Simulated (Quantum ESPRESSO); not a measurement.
# MnSi: which magnetic order is lowest, part 2 of 2

Does MnSi prefer parallel or opposed moments?

Quantum ESPRESSO 7.5; PBE; plane waves with GBRV 1.5 PBE potentials, no spin-orbit coupling.

So far, absolute magnetization (μB): step 2 (start 1: ferro ++++) 4.55.

The database entry behind the starting cell differs from later determinations by our own check (0.1 to 0.3 % short, probably kX units), so it need not match the best structure at ambient conditions.

### Step 5. Run 4 (antiferro q=(0,0,1/2) +−+−−++−)

This order needs a doubled cell of 16 atoms.

File pw.in:

```
&CONTROL
  calculation = 'scf'
  prefix = 'pwscf'
  outdir = './tmp'
  pseudo_dir = './pseudo'
  disk_io = 'nowf'
/
&SYSTEM
  ibrav = 0
  celldm(1) = 8
  nat = 16
  ntyp = 3
  ecutwfc = 40
  ecutrho = 280
  nbnd = 96
  occupations = 'smearing'
  smearing = 'fd'
  degauss = 0.0110248
  nspin = 2
  starting_magnetization(1) = 0.2333
  starting_magnetization(2) = -0.2333
  starting_magnetization(3) = 0
/
&ELECTRONS
  conv_thr = 3.2d-08
  electron_maxstep = 150
  mixing_beta = 0.3
/
ATOMIC_SPECIES
Mn1    54.9380 mn_pbe_v1.5.uspp.F.UPF
Mn2    54.9380 mn_pbe_v1.5.uspp.F.UPF
Si     28.0850 si_pbe_v1.uspp.F.UPF
CELL_PARAMETERS alat
   1.0743093018498    0.0000000000000    0.0000000000000
   0.0000000000000    1.0743093018498    0.0000000000000
   0.0000000000000    0.0000000000000    2.1486186036995
ATOMIC_POSITIONS crystal
Mn1     0.1380000000    0.1380000000    0.0690000000
Mn2     0.1380000000    0.1380000000    0.5690000000
Mn1     0.3620000000    0.8620000000    0.3190000000
Mn2     0.3620000000    0.8620000000    0.8190000000
Mn2     0.6380000000    0.3620000000    0.4310000000
Mn1     0.6380000000    0.3620000000    0.9310000000
Mn1     0.8620000000    0.6380000000    0.1810000000
Mn2     0.8620000000    0.6380000000    0.6810000000
Si      0.8460000000    0.8460000000    0.4230000000
Si      0.8460000000    0.8460000000    0.9230000000
Si      0.6540000000    0.1540000000    0.1730000000
Si      0.6540000000    0.1540000000    0.6730000000
Si      0.3460000000    0.6540000000    0.0770000000
Si      0.3460000000    0.6540000000    0.5770000000
Si      0.1540000000    0.3460000000    0.3270000000
Si      0.1540000000    0.3460000000    0.8270000000
K_POINTS automatic
8 8 4 0 0 0
```

The run is started by

```
$ OMP_NUM_THREADS=1 mpirun -n 8 pw.x -nk 8 -in pw.in > pw.out
```

The program printed:

```text
     [... lines left out ...]
Program PWSCF v.7.5 starts
     [... lines left out ...]
     number of atoms/cell      =           16
     [... lines left out ...]
     number of electrons       =       152.00
     number of Kohn-Sham states=           96
     kinetic-energy cutoff     =      40.0000  Ry
     charge density cutoff     =     280.0000  Ry
     scf convergence threshold =      3.2E-08
     [... lines left out ...]
      2 Sym. Ops. (no inversion) found ( 1 have fractional translation)
     [... lines left out ...]
     number of k points=    90  Fermi-Dirac smearing, width (Ry)=  0.0110
     [... lines left out ...]
     iteration # 26     ecut=    40.00 Ry     beta= 0.30
     [... lines left out ...]
[key lines of the parts left out:]
total energy              =   -1766.99531418 Ry
total magnetization       =     0.01 Bohr mag/cell
```

Run time: 13 min. Hardware: 8 MPI ranks of Arm Neoverse V2, shared host; peak memory 2.8 GiB.

Residual by cycle:

cycle, log10 residual and a bar from the least value:
```
        1        2.3 ##############################
        3        1.1 #########################
        5        0.4 ######################
        8        0.2 #####################
       10       -0.8 ################
       12       -1.5 #############
       14       -2.2 ##########
       16       -3.1 ######
       18       -3.2 #####
       21       -3.8 ###
       23       -4.1 #
       25       -4.4
```

The run was cut off at its time limit.

After 25 cycles the residual stands at 3.7e-5.

### Step 6. Start 5: antiferro q=(0,1/2,1/2) +−+−−++−

The cell is doubled to 16 atoms to hold this order.

File pw.in:

```
&CONTROL
  calculation = 'scf'
  prefix = 'pwscf'
  outdir = './tmp'
  pseudo_dir = './pseudo'
  disk_io = 'nowf'
/
&SYSTEM
  ibrav = 0
  celldm(1) = 8
  nat = 16
  ntyp = 3
  ecutwfc = 40
  ecutrho = 280
  nbnd = 96
  occupations = 'smearing'
  smearing = 'fd'
  degauss = 0.0110248
  nspin = 2
  starting_magnetization(1) = 0.2333
  starting_magnetization(2) = -0.2333
  starting_magnetization(3) = 0
/
&ELECTRONS
  conv_thr = 3.2d-08
  electron_maxstep = 150
  mixing_beta = 0.3
/
ATOMIC_SPECIES
Mn1    54.9380 mn_pbe_v1.5.uspp.F.UPF
Mn2    54.9380 mn_pbe_v1.5.uspp.F.UPF
Si     28.0850 si_pbe_v1.uspp.F.UPF
CELL_PARAMETERS alat
   1.0743093018498    0.0000000000000    0.0000000000000
   0.0000000000000    2.1486186036995    0.0000000000000
   0.0000000000000    1.0743093018498    1.0743093018498
ATOMIC_POSITIONS crystal
Mn1     0.1380000000    0.0000000000    0.1380000000
Mn2     0.1380000000    0.5000000000    0.1380000000
Mn1     0.3620000000    0.1120000000    0.6380000000
Mn2     0.3620000000    0.6120000000    0.6380000000
Mn2     0.6380000000    0.7500000000    0.8620000000
Mn1     0.6380000000    0.2500000000    0.8620000000
Mn1     0.8620000000    0.1380000000    0.3620000000
Mn2     0.8620000000    0.6380000000    0.3620000000
Si      0.8460000000    0.0000000000    0.8460000000
Si      0.8460000000    0.5000000000    0.8460000000
Si      0.6540000000    0.9040000000    0.3460000000
Si      0.6540000000    0.4040000000    0.3460000000
Si      0.3460000000    0.2500000000    0.1540000000
Si      0.3460000000    0.7500000000    0.1540000000
Si      0.1540000000    0.8460000000    0.6540000000
Si      0.1540000000    0.3460000000    0.6540000000
K_POINTS automatic
8 4 8 0 0 0
```

The program printed:

```text
     [... lines left out ...]
Program PWSCF v.7.5 starts
     [... lines left out ...]
     number of atoms/cell      =           16
     [... lines left out ...]
     number of electrons       =       152.00
     number of Kohn-Sham states=           96
     kinetic-energy cutoff     =      40.0000  Ry
     charge density cutoff     =     280.0000  Ry
     scf convergence threshold =      3.2E-08
     [... lines left out ...]
      2 Sym. Ops. (no inversion) found ( 1 have fractional translation)
     [... lines left out ...]
     number of k points=    90  Fermi-Dirac smearing, width (Ry)=  0.0110
     [... lines left out ...]
     iteration # 19     ecut=    40.00 Ry     beta= 0.30
     [... lines left out ...]
[key lines of the parts left out:]
total energy              =   -1766.99341464 Ry
total magnetization       =    -0.01 Bohr mag/cell
```

Wall time 10 min (8 MPI ranks); peak memory 3 GiB.

Residual by cycle:

cycle, log10 residual and a bar from the least value:
```
        1        2.3 ##############################
        3        0.7 ######################
        4        1.2 #########################
        6        0.2 ###################
        7       -0.1 ##################
        9       -0.3 #################
       10       -0.9 ##############
       12       -1.7 #########
       13       -2.2 #######
       15       -3.1 ##
       16       -3.0 ###
       18       -3.5
```

The run was cut off at its time limit.

After 18 cycles the residual stands at 3.2e-4.

### Step 7. Run 6 (antiferro ++−−)

File pw.in:

```
&CONTROL
  calculation = 'scf'
  prefix = 'pwscf'
  outdir = './tmp'
  pseudo_dir = './pseudo'
  disk_io = 'nowf'
/
&SYSTEM
  ibrav = 0
  celldm(1) = 8
  nat = 8
  ntyp = 3
  ecutwfc = 40
  ecutrho = 280
  nbnd = 50
  occupations = 'smearing'
  smearing = 'fd'
  degauss = 0.0110248
  nspin = 2
  starting_magnetization(1) = 0.2333
  starting_magnetization(2) = -0.2333
  starting_magnetization(3) = 0
/
&ELECTRONS
  conv_thr = 1.6d-08
  electron_maxstep = 150
  mixing_beta = 0.3
/
ATOMIC_SPECIES
Mn1    54.9380 mn_pbe_v1.5.uspp.F.UPF
Mn2    54.9380 mn_pbe_v1.5.uspp.F.UPF
Si     28.0850 si_pbe_v1.uspp.F.UPF
CELL_PARAMETERS alat
   1.0743093018498    0.0000000000000    0.0000000000000
   0.0000000000000    1.0743093018498    0.0000000000000
   0.0000000000000    0.0000000000000    1.0743093018498
ATOMIC_POSITIONS crystal
Mn1     0.1380000000    0.1380000000    0.1380000000
Mn1     0.3620000000    0.8620000000    0.6380000000
Mn2     0.6380000000    0.3620000000    0.8620000000
Mn2     0.8620000000    0.6380000000    0.3620000000
Si      0.8460000000    0.8460000000    0.8460000000
Si      0.6540000000    0.1540000000    0.3460000000
Si      0.3460000000    0.6540000000    0.1540000000
Si      0.1540000000    0.3460000000    0.6540000000
K_POINTS automatic
8 8 8 0 0 0
```

The program printed:

```text
     [... lines left out ...]
Program PWSCF v.7.5 starts
     [... lines left out ...]
     number of atoms/cell      =            8
     [... lines left out ...]
     number of electrons       =        76.00
     number of Kohn-Sham states=           50
     kinetic-energy cutoff     =      40.0000  Ry
     charge density cutoff     =     280.0000  Ry
     scf convergence threshold =      1.6E-08
     [... lines left out ...]
      2 Sym. Ops. (no inversion) found ( 1 have fractional translation)
     [... lines left out ...]
     number of k points=   170  Fermi-Dirac smearing, width (Ry)=  0.0110
     [... lines left out ...]
     iteration #  8     ecut=    40.00 Ry     beta= 0.30
     [... lines left out ...]
[key lines of the parts left out:]
total energy              =    -883.48150107 Ry
total magnetization       =     0.02 Bohr mag/cell
```

It took 82 s on 8 MPI ranks; peak memory 1.5 GiB.

Residual by cycle:

cycle, log10 residual and a bar from the least value:
```
        1        2.0 ##############################
        2        1.6 ##########################
        3        0.3 ############
        4        0.2 ###########
        5        0.0 #########
        6       -0.4 ######
        7       -0.9
```

The run was cut off at its time limit.

After 7 cycles the residual stands at 0.12.

### Step 8. Outcome

```
state of the parallel start : ferromagnetic (from ferro ++++)
largest site moment         : 0.990 μB
```

**Reading.** No opposed start converged, so the orders are not ranked. Energies are free energies at an electronic temperature of 1740 K, which lowers moments and differences where the moments are itinerant.

[Logs and program files are shortened in this print: banners, set-up blocks, solver, clock and traceback lines can be left out without a mark of their own.]

[Logs are printed without paths, hosts, clocks, repeated set-up lines and the standing remarks that a program may print on its own settings, such as how far it seeks lower states.]

[Hosts, paths, dates, database ids (printed as entryN), source tags and the programs' standing remarks are cut or masked in the printed files.]

[Where a cell is said to come from a database of computed structures, the database is the Materials Project.]
